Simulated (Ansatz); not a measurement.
**TiTe2 monolayer (2H): modes against uniaxial strain along a, the zigzag direction, with the width clamped**

Wanted: the shifts of the zone-centre modes of TiTe2 monolayer (2H) with strain.

Calculated with Ansatz 0.2.0; DFT PBE, scalar-relativistic, plane waves, PAW; PAW set soft_1.

This is a report of a sequence of runs, with most program output left out.

**1. The structure**

The cell holds 3 atoms: 1 Ti and 2 Te. Cell: a = 3.730 Å, b = 3.730 Å, c = 31.000 Å, α = 90.0°, β = 90.0°, γ = 120.0°. Vacuum lies along c. The height across the vacuum is the one that the program set for its solve, not the one typed.

**2. Relaxation**

The cell and atoms are relaxed, since residual forces and stress would shift the frequencies. The program lengthens the typed cell of 20.0 Å along the normal to 31.0 Å, as its cut-off of the electrostatics needs, and moves no atom.

Input file input.yaml:

```yaml
crystal:
  lattice:
    - [3.73, 0.0, 0.0]
    - [-1.865, 3.23027, 0.0]
    - [0.0, 0.0, 20.0]
  atoms:
    - { symbol: Ti, position: [0.333333, 0.666667, 0.5] }
    - { symbol: Te, position: [0.666667, 0.333333, 0.59] }
    - { symbol: Te, position: [0.666667, 0.333333, 0.41] }
  periodic: [true, true, false]
kpoints:
  mp_grid: { grid: [12, 12, 1] }
hamiltonian:
  xc: pbe
  pseudopotentials: { kind: paw, azcp: { folder: soft_1 } }
scf:
  occupations: { method: gaussian, width: 0.01 }
output:
  forces: true
  stress: true
  eigenvalues: true
  write_density: true
  write_potential: true
  elf: true
  volumetric_format: npy
relax:
  adjacent_minimum: "off"
  f_tol: 0.005
  max_steps: 80
  cell: { stress_2d_tol: 0.02 }
```

Command:

```console
ansatz run input.yaml --threads 4 --pin off --max-ram 16384MiB --backend cpu --events-out ev --progress --plain --runs-dir out
```

The job ended after 38 s (4 threads of Arm Neoverse V1, shared host; peak memory 0.73 GiB).

Step by step:

```csv
step,energy less that of the first step (eV),largest force component (eV/Å),volume (Å³)
1,0.0000,0.0876,373.52
2,0.0024,0.2120,377.85
3,-0.0018,0.0133,376.09
4,-0.0019,0.0042,376.66
5,-0.0019,0.0001,377.08
6*,-0.0021,0.0001,377.08
```

Relaxation steps marked * repeat the geometry before them on a plane-wave basis chosen anew for their cell, so energy and pressure can jump there. Relaxation step 2 was tried and not accepted.

Forces are held to the 12 operations that the run works with; a distortion that breaks them can't arise in this run.

```csv
cell as run,before,after,change
a (Å),3.730,3.748,+0.5 %
b (Å),3.730,3.748,+0.5 %
```

The atoms that moved most (Å, along periodic axes as changes of fractional coordinates times the final cell, across vacuum about the mean position):

```csv
atom,dx,dy,dz,length
Te2,0.000,0.000,-0.014,0.014
Te3,0.000,0.000,0.014,0.014
```

The relaxed structure:

```cif
data_structure
_symmetry_space_group_name_H-M 'P 1'
_symmetry_Int_Tables_number 1
_cell_length_a 3.7477
_cell_length_b 3.7477
_cell_length_c 31.0000
_cell_angle_alpha 90.000
_cell_angle_beta 90.000
_cell_angle_gamma 120.000
_cell_volume 377.08
loop_
_atom_site_label
_atom_site_type_symbol
_atom_site_fract_x
_atom_site_fract_y
_atom_site_fract_z
_atom_site_occupancy
Ti1 Ti 0.33333 0.66667 0.32258 1
Te2 Te 0.66667 0.33333 0.38020 1
Te3 Te 0.66667 0.33333 0.26496 1
```

Numbers from this step:

| Item | Value |
| --- | --- |
| gap on the k-mesh | 0.1814 eV |
| area per atom | 4.055 Å² |

Electrostatic potential energy in the ac plane at fractional y = 0.333, with atoms of Te within 0.2 Å of it. With pseudopotentials it is smooth inside the atoms' cores, unlike the true potential.

Values in eV, 24 rows by 14 columns, each cell a mean:
```
  0   0   0   0   0   0   0   0   0   0   0   0   0   0
  0   0   0   0   0   0   0   0   0   0   0   0   0   0
  0   0   0   0   0   0   0   0   0   0   0   0   0   0
  0   0   0   0   0   0   0   0   0   0   0   0   0   0
  0   0   0   0   0   0   0   0   0   0   0   0   0   0
  0   0   0   0   0   0   0   0   0   0   0   0   0   0
  0   0   0   0   0   0   0   0   0   0   0   0   0   0
  0   0   0   0   0   0   0   0   0   0   0   0   0   0
  0   0   0   0   0   0   0   0   0   0   0   0   0   0
  0   0   0   0   0   0   0   0   0   0   0   0   0   0
  0   0   0   0   0   0   0   0   0   0   0   0   0   0
  0   0   0   0   0   0   0   0   0   0   0   0   0   0
  0   0   0   0   0   0   0   0   0   0   0   0   0   0
 -1   0   0   0  -1  -1  -1  -2  -3  -4  -3  -3  -2  -1
 -5  -3  -2  -2  -4 -10 -21 -25 -15 -12 -13 -22 -23 -14
 -6  -6  -6  -6  -6  -7 -12 -16 -17 -15 -16 -17 -14  -9
 -7  -8  -9  -9  -8  -6  -6  -8 -10 -11 -10  -9  -7  -6
 -6  -3  -2  -3  -5 -11 -24 -27 -15  -9 -11 -24 -26 -17
 -2  -1  -1  -1  -1  -3  -6  -9 -12 -13 -12 -11  -7  -4
  0   0   0   0   0   0   0   0   0   0   0   0   0   0
  0   0   0   0   0   0   0   0   0   0   0   0   0   0
  0   0   0   0   0   0   0   0   0   0   0   0   0   0
  0   0   0   0   0   0   0   0   0   0   0   0   0   0
  0   0   0   0   0   0   0   0   0   0   0   0   0   0
```
Columns run along a (3.7 Å; values clipped at the 3rd and 97th percentile), rows up along c (31.0 Å). Atoms in or near the plane, at fractional coordinates: Te at (0.67, 0.38), Te at (0.67, 0.26).

Valence density in the ac plane at fractional y = 0.333, with atoms of Te within 0.2 Å of it. It is the smooth field of the valence electrons, not physical close to the nuclei.

Values in e/Å³, 24 rows by 14 columns, each cell a mean:
```
 0  0  0  0  0  0  0  0  0  0  0  0  0  0
 0  0  0  0  0  0  0  0  0  0  0  0  0  0
 0  0  0  0  0  0  0  0  0  0  0  0  0  0
 0  0  0  0  0  0  0  0  0  0  0  0  0  0
 0  0  0  0  0  0  0  0  0  0  0  0  0  0
 0  0  0  0  0  0  0  0  0  0  0  0  0  0
 0  0  0  0  0  0  0  0  0  0  0  0  0  0
 0  0  0  0  0  0  0  0  0  0  0  0  0  0
 0  0  0  0  0  0  0  0  0  0  0  0  0  0
 0  0  0  0  0  0  0  0  0  0  0  0  0  0
 0  0  0  0  0  0  0  0  0  0  0  0  0  0
 0  0  0  0  0  0  0  0  0  0  0  0  0  0
 0  0  0  0  0  0  0  0  0  0  0  0  0  0
 0  0  0  0  0  0  0  0  0  0  0  0  0  0
 0  0  0  0  0  0  1  2  6  9  8  3  1  0
 0  0  0  0  0  0  0  1  2  3  2  1  1  0
 0  0  0  0  0  0  0  0  0  0  0  0  0  0
 0  0  0  0  0  0  1  3  7 11  9  4  1  1
 0  0  0  0  0  0  0  0  1  1  1  0  0  0
 0  0  0  0  0  0  0  0  0  0  0  0  0  0
 0  0  0  0  0  0  0  0  0  0  0  0  0  0
 0  0  0  0  0  0  0  0  0  0  0  0  0  0
 0  0  0  0  0  0  0  0  0  0  0  0  0  0
 0  0  0  0  0  0  0  0  0  0  0  0  0  0
```
Columns run along a (3.7 Å), rows up along c (31.0 Å). Atoms in or near the plane, at fractional coordinates: Te at (0.67, 0.38), Te at (0.67, 0.26).

ELF in the ac plane at fractional y = 0.333, with atoms of Te within 0.2 Å of it. It is the smooth field of the valence electrons, not physical close to the nuclei.

Ten even steps from '_' (0.00) to '@' (0.76), each cell a mean:
```
____________________________
____________________________
____________________________
____________________________
____________________________
____________________________
____________________________
____________________________
____________________________
____________________________
____________________________
____________________________
______________..::::::....__
--..____::++%%@@@@@@@@@@%%**
##==::--**%%##++--::::==**##
++--::::++**##**======++**##
--......::==++++++====++++++
##++::==####**==......--++##
++::__..==##@@@@@@%%@@@@@@%%
__________..::==++++++==--::
____________________________
____________________________
____________________________
____________________________
```
Columns run along a (3.7 Å), rows up along c (31.0 Å). Atoms in or near the plane, at fractional coordinates: Te at (0.67, 0.38), Te at (0.67, 0.26).

**3. Tight relaxation**

Phonons need small forces and stress, so the relaxation is finished with tight tolerances on 12×12×1 k points.

input.yaml, the sections that differ from step 2:

```yaml
crystal:
  lattice:
    - [3.7477308129, 0.0, 0.0]
    - [-1.8738654064, 3.2456300905, 0.0]
    - [0.0, 0.0, 31.0]
  atoms:
    - { symbol: Ti, position: [0.3333333333, 0.6666666667, 0.3225806452] }
    - { symbol: Te, position: [0.6666666667, 0.3333333333, 0.3802017248] }
    - { symbol: Te, position: [0.6666666667, 0.3333333333, 0.2649595655] }
  periodic: [true, true, false]
relax:
  adjacent_minimum: "off"
  f_tol: 0.001
  max_steps: 60
  cell: { stress_2d_tol: 0.002 }
# kpoints, hamiltonian, scf, output: as in step 2
```

Wall time 21 s (4 threads); peak memory 0.72 GiB.

Little changed from the start: no atom moved by 0.005 Å and no cell edge by 0.1 %.

This step gave:

| Item | Value |
| --- | --- |
| gap on the k-mesh | 0.1818 eV |

ELF in the ac plane at fractional y = 0.333, with atoms of Te within 0.2 Å of it. It is the smooth field of the valence electrons, not physical close to the nuclei.

Ten even steps from '0' (0.00) to '9' (0.76), each cell a mean:
```
00000000000000
00000000000000
00000000000000
00000000000000
00000000000000
00000000000000
00000000000000
00000000000000
00000000000000
00000000000000
00000000000000
00000000000000
00000001222110
31002589999986
74236875322467
53225676444567
31112455544555
75247764111357
52014799989998
00000124555432
00000000000000
00000000000000
00000000000000
00000000000000
```
Columns run along a (3.7 Å), rows up along c (31.0 Å). Atoms in or near the plane, at fractional coordinates: Te at (0.67, 0.38), Te at (0.67, 0.26).

Valence density in the ac plane at fractional y = 0.333, with atoms of Te within 0.2 Å of it. It is the smooth field of the valence electrons, not physical close to the nuclei.

Ten steps, logarithmic in the rise over the least value, from '0' (0 e/Å³) to '9' (11 e/Å³), each cell a mean:
```
00000000000000
00000000000000
00000000000000
00000000000000
00000000000000
00000000000000
00000000000000
00000000000000
00000000000000
00000000000000
00000000000000
00000000000000
00000000000000
00000011111110
21111246899753
22112234676533
21112222333222
21112347999753
10000123344321
00000000000000
00000000000000
00000000000000
00000000000000
00000000000000
```
Columns run along a (3.7 Å), rows up along c (31.0 Å). Atoms in or near the plane, at fractional coordinates: Te at (0.67, 0.38), Te at (0.67, 0.26).

Electrostatic potential energy in the ac plane at fractional y = 0.333, with atoms of Te within 0.2 Å of it. With pseudopotentials it is smooth inside the atoms' cores, unlike the true potential.

Ten even steps from '_' (-27 eV) to '@' (0 eV), each cell a mean:
```
@@@@@@@@@@@@@@@@@@@@@@@@@@@@
@@@@@@@@@@@@@@@@@@@@@@@@@@@@
@@@@@@@@@@@@@@@@@@@@@@@@@@@@
@@@@@@@@@@@@@@@@@@@@@@@@@@@@
@@@@@@@@@@@@@@@@@@@@@@@@@@@@
@@@@@@@@@@@@@@@@@@@@@@@@@@@@
@@@@@@@@@@@@@@@@@@@@@@@@@@@@
@@@@@@@@@@@@@@@@@@@@@@@@@@@@
@@@@@@@@@@@@@@@@@@@@@@@@@@@@
@@@@@@@@@@@@@@@@@@@@@@@@@@@@
@@@@@@@@@@@@@@@@@@@@@@@@@@@@
@@@@@@@@@@@@@@@@@@@@@@@@@@@@
@@@@@@@@@@@@@@@@@@@@@@@@@@@@
@@@@@@@@@@@@@@@@%%%%%%@@@@@@
%%@@@@@@%%**::__==++++....==
############++----====--==**
####****########********####
##%%@@%%%%++..__==****..__--
@@@@@@@@@@%%##**++++++**##%%
@@@@@@@@@@@@@@@@@@@@@@@@@@@@
@@@@@@@@@@@@@@@@@@@@@@@@@@@@
@@@@@@@@@@@@@@@@@@@@@@@@@@@@
@@@@@@@@@@@@@@@@@@@@@@@@@@@@
@@@@@@@@@@@@@@@@@@@@@@@@@@@@
```
Columns run along a (3.7 Å; values clipped at the 3rd and 97th percentile), rows up along c (31.0 Å). Atoms in or near the plane, at fractional coordinates: Te at (0.67, 0.38), Te at (0.67, 0.26).

The largest force component left is 0.59 meV/Å, within the tolerances set.

**4. Zone-centre response at rest**

The force constants come from the linear response of the density to a displacement.

The modes at rest are the reference of the series.

input.yaml, the sections that differ from step 3:

```yaml
crystal:
  lattice:
    - [3.7478685862, 0.0, 0.0]
    - [-1.8739342931, 3.2457494057, 0.0]
    - [0.0, 0.0, 31.0]
  atoms:
    - { symbol: Ti, position: [0.3333333333, 0.6666666667, 0.3225806452] }
    - { symbol: Te, position: [0.6666666667, 0.3333333333, 0.3801980962] }
    - { symbol: Te, position: [0.6666666667, 0.3333333333, 0.2649631941] }
  periodic: [true, true, false]
output:
  eigenvalues: true
phonons:
  method: dfpt
# kpoints, hamiltonian, scf: as in step 3
# relax: removed
```

It took 93 s on 4 threads; peak memory 1.8 GiB; 6 min of CPU time.

Numbers from this step:

```
sum-rule residual before enforcement                    : 1.47e-4 eV/Å²
point group                                             : -6m2
highest optical mode at the zone centre (no LO-TO term) : 255.8 cm⁻¹
lowest optical zone-centre mode                         : 57.06 cm⁻¹
```

Without the LO-TO term. Patterns of degenerate modes are one choice out of their space. Modes at Γ, with each element's share of the kinetic energy:

```csv
mode,frequency (cm⁻¹),symmetry,Ti %,Te %
1,0.0,acoustic,16,84
2,0.0,acoustic,16,84
3,0.0,acoustic,16,84
4,57.1,E'',0,100
5,57.1,E'',0,100
6,147.2,A1',0,100
7,187.1,E',84,16
8,187.1,E',84,16
9,255.8,A2'',84,16
```

Displacements in mode 4 (57.1 cm⁻¹), the largest set to 1:
```
Ti1  0.00  0.00  0.00
Te2  0.00 -1.00  0.00
Te3  0.00  1.00  0.00
```

Displacements in mode 9 (255.8 cm⁻¹), the largest set to 1:
```
Ti1  0.00  0.00  1.00
Te2  0.00  0.00 -0.19
Te3  0.00  0.00 -0.19
```

Before it was imposed, the acoustic sum rule was missed by 1.5e-4 eV/Å². Small misses are needed for a sound result but don't prove that mesh and cutoff are converged. The lowest optical mode is real, 57.1 cm⁻¹.

**5. Relaxation of a member: uniaxial strain of -1 % along a, the zigzag direction, with the width clamped**

The cell takes a uniaxial strain of -1 % along a, the zigzag direction, with the width clamped. The cell is held, and the atoms relax in it.

input.yaml, the sections that differ from step 4:

```yaml
crystal:
  lattice:
    - [3.7103899003, 0.0, 0.0]
    - [-1.8551949501, 3.2457494057, 0.0]
    - [0.0, 0.0, 31.0]
  atoms:
    - { symbol: Ti, position: [0.3333333333, 0.6666666667, 0.3225806452] }
    - { symbol: Te, position: [0.6666666667, 0.3333333333, 0.3801980962] }
    - { symbol: Te, position: [0.6666666667, 0.3333333333, 0.2649631941] }
  periodic: [true, true, false]
output:
  forces: true
  stress: true
  eigenvalues: true
relax:
  adjacent_minimum: "off"
  f_tol: 0.001
  max_steps: 60
# kpoints, hamiltonian, scf: as in step 4
# phonons: removed
```

Wall time 52 s (4 threads); peak memory 0.86 GiB; 3.4 min of CPU time.

The steps of the relaxation:

```csv
step,energy less that of the first step (eV),largest force component (eV/Å)
1,0.0000,0.0566
2,0.0006,0.1021
3,-0.0004,0.0136
4,-0.0004,0.0006
5,-0.0004,0.0006
```

Relaxation step 2 was tried and not accepted.

Forces are held to the 4 operations that the run works with; a distortion that breaks them can't arise in this run.

Final coordinates:

```xyz
3
Lattice="3.7104 0.0000 0.0000 -1.8552 3.2457 0.0000 0.0000 0.0000 31.0000" Properties=species:S:1:pos:R:3
Ti    0.0000    2.1685   10.0000
Te    1.8552    1.0796   11.7916
Te    1.8552    1.0796    8.2084
```

Numbers from this step:

| Item | Value |
| --- | --- |
| gap on the k-mesh | 0.09788 eV |
| area per atom | 4.014 Å² |

The largest force component left is 0.63 meV/Å.

**6. Modes of this member: uniaxial strain of -1 % along a, the zigzag direction, with the width clamped**

The zone-centre modes follow for uniaxial strain of -1 % along a, the zigzag direction, with the width clamped.

input.yaml, the sections that differ from step 5:

```yaml
crystal:
  lattice:
    - [3.7103899003, 0.0, 0.0]
    - [-1.8551949501, 3.2457494057, 0.0]
    - [0.0, 0.0, 31.0]
  atoms:
    - { symbol: Ti, position: [0.3340495073, 0.6680990146, 0.3225806452] }
    - { symbol: Te, position: [0.6663085797, 0.3326171593, 0.3803736769] }
    - { symbol: Te, position: [0.6663085797, 0.3326171593, 0.2647876134] }
  periodic: [true, true, false]
output:
  eigenvalues: true
phonons:
  method: dfpt
# kpoints, hamiltonian, scf: as in step 5
# relax: removed
```

Run time: 2 min. Hardware: 4 threads; peak memory 1.8 GiB; 7.9 min of CPU time.

Numbers from this step:

```
sum-rule residual before enforcement                    : 4.30e-5 eV/Å²
point group                                             : mm2
highest optical mode at the zone centre (no LO-TO term) : 258.9 cm⁻¹
lowest optical zone-centre mode                         : 57.01 cm⁻¹
```

Without the LO-TO term. Patterns of degenerate modes are one choice out of their space. The modes at Γ (shares of kinetic energy by element, %):

```csv
mode,frequency (cm⁻¹),symmetry,Ti %,Te %
1,0.0,acoustic,16,84
2,0.0,acoustic,16,84
3,0.0,acoustic,16,84
4,57.0,A2,0,100
5,58.9,B1,0,100
6,147.5,A1,0,100
7,179.2,B2,84,16
8,187.6,A1,84,16
9,258.9,B1,84,16
```

The lowest optical mode is real, 57.0 cm⁻¹, and the highest lies at 258.9 cm⁻¹.

(Part 1 of 2 ends here.)

[Logs are printed without paths, hosts, clocks, repeated set-up lines and the standing remarks that a program may print on its own settings, such as how far it seeks lower states.]

[Hosts, paths, dates, database ids (printed as entryN), source tags and the programs' standing remarks are cut or masked in the printed files.]
